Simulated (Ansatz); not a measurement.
# How H-capped Ge nanowire along [112] with a Si core changes with size parameter of the section

How do forces, levels, charges and cost change as the structure grows and the share of atoms at its surface or edge shifts?

Computed with Ansatz 0.2.0: Kohn-Sham DFT, PBE, PAW (set soft_2). Every run is a single point, with the atoms held where the recipe put them (cutoff of the plane-wave runs 420 eV, fixed occupations).

First member: round section of size parameter 3.53 Å cut from diamond-structure Ge (a = 5.658 Å) along [112], 3 periods, broken bonds capped with H, 10 Å of vacuum, Si core of radius 1.94 Å.

Last member: round section of size parameter 9.53 Å cut from diamond-structure Ge (a = 5.658 Å) along [112], 3 periods, broken bonds capped with H, 10 Å of vacuum, Si core of radius 5.24 Å.

The members:

```tsv
size parameter of the section (Å)	reduced formula	atoms	valence electrons	k-mesh	basis
3.53	Si3Ge9H14	78	456	1×1×1	plane waves
4.53	SiGe2H3	108	630	1×1×1	plane waves
5.53	Si5Ge8H11	144	858	1×1×1	plane waves
6.53	Si6Ge17H15	228	1662	1×1×1	plane waves
8.03	Si19Ge35H30	252	1788	1×1×1	plane waves
9.53	Si25Ge65H42	396	3156	1×1×1	plane waves
```

The input of the first member, without its atom lines; other members have their own cell and atoms, and may differ in mesh, basis and outputs:

```yaml
crystal:
  lattice:
    - [16.49929, 0.0, 0.0]
    - [0.0, 17.14331, 0.0]
    - [0.0, 0.0, 20.78882]
  atoms:
    [... 78 lines ...]
kpoints:
  mp_grid: { grid: [1, 1, 1] }
hamiltonian:
  xc: pbe
scf:
  occupations: { method: fixed }
output:
  forces: true
  populations: true
  dos:
    method: { smearing: { sigma: 0.08 } }
    de: 0.1
    projected:
      site_lists:
        Ge: [Ge]
        H: [H]
        Si: [Si]
        wire: [0, 1, 2, 3, 4, 5, 6, 7, 8, 9, 10, 11, 12, 13, 14, 15, 16, 17, 18, 19, 20, 21, 22, 23, 24, 25, 26, 27, 28, 29, 30, 31, 32, 33, 34, 35]
        hydrogen: [36, 37, 38, 39, 40, 41, 42, 43, 44, 45, 46, 47, 48, 49, 50, 51, 52, 53, 54, 55, 56, 57, 58, 59, 60, 61, 62, 63, 64, 65, 66, 67, 68, 69, 70, 71, 72, 73, 74, 75, 76, 77]
  eigenvalues: true
```

**Question.** How do the results, the time and the memory go along the series?

Results; charges are mean Löwdin charges in e:

```tsv
size parameter of the section (Å)	r.m.s. force (eV/Å)	gap (eV)	q(Ge)	q(Si)	q(H)
3.53	0.394	3.19	+0.11	+0.07	-0.03
4.53	0.428	2.46	+0.10	+0.08	-0.03
5.53	0.421	2.26	+0.10	+0.05	-0.03
6.53	0.363	1.82	+0.07	+0.04	-0.03
8.03	0.388	1.65	+0.07	+0.04	-0.03
9.53	0.391	1.36	+0.06	+0.04	-0.03
```

The gap is that between the highest filled and lowest empty Kohn-Sham level on the run's k-points; surface or edge levels can set it, and semilocal functionals tend to put gaps under measured ones. The projection misses up to 0.032 e an atom, so the charges add up to more than the cell's charge. Löwdin charges hang on the projection basis and can even invert the polarity of covalent bonds. Each mean runs over all atoms of an element, whatever their surroundings.

Bonds in each cell, which the recipe sets and DFT didn't move; cutoffs follow each cell's own g(r) within set bounds (mean length in Å, and neighbours of the second kind about the first):

```tsv
size parameter of the section (Å)	Ge-H length	Ge-H count	Ge-Ge length	Ge-Ge count
3.53	1.532	1.44	2.448	1.78
4.53	1.535	1.33	2.444	1.67
5.53	1.529	1.31	2.448	1.88
6.53	1.537	0.88	2.447	2.71
8.03	1.531	0.86	2.449	2.57
9.53	1.529	0.65	2.450	2.98
```

Cost on 1 × NVIDIA GB200 with 32 threads of Arm Neoverse V2, shared host:

```tsv
size parameter of the section (Å)	atoms	basis	k-mesh	SCF cycles	time	host memory (GiB)	planned on the GPU (GiB)	Δ force from the first basis (meV/Å)
3.53	78	plane waves	1×1×1	8	2.5 s	1.8	7.8	-
3.53	78	support functions	1×1×1	11	4 s	1.9	6	1.6
4.53	108	plane waves	1×1×1	9	3 s	2.3	11	-
4.53	108	support functions	1×1×1	11	3.7 s	2.3	6.2	1.5
5.53	144	plane waves	1×1×1	10	3.6 s	2.6	15	-
5.53	144	support functions	1×1×1	12	4.5 s	2.7	6.7	1.8
6.53	228	plane waves	1×1×1	12	6.8 s	3.6	30	-
6.53	228	support functions	1×1×1	16	6.2 s	2.6	9.4	1.4
8.03	252	plane waves	1×1×1	11	7.1 s	3.6	32	-
8.03	252	support functions	1×1×1	16	6.4 s	2.6	9.6	1.5
9.53	396	plane waves	1×1×1	12	17 s	7.6	72	-
9.53	396	support functions	1×1×1	16	10 s	3.4	15	1.3
```

Times include the outputs that each run asked for, on hosts shared with other jobs.

The gap goes steadily from 3.19 eV at 3.53 to 1.36 eV at 9.53 Å. The mean charge on Ge goes from +0.11 e at 3.53 to +0.06 e at 9.53 Å. With plane waves the wall time grows about as the 1.5 power of the atom count between 144 and 396 atoms. With support functions the wall time grows about as the 0.8 power of the atom count between 144 and 396 atoms. Runs this short hold fixed overheads, which flatten the slope. Support functions take 0.62 to 1.6 times the wall time of plane waves (the times hold unlike extra outputs). The composition changes with the cut, as the formulas show, and that bears on charges and levels too.

Caveats: Beside vacuum, support functions can miss their usual error bounds without a warning.

[Logs are printed without paths, hosts, clocks, repeated set-up lines and the standing remarks that a program may print on its own settings, such as how far it seeks lower states.]

[Hosts, paths, dates, database ids (printed as entryN), source tags and the programs' standing remarks are cut or masked in the printed files.]
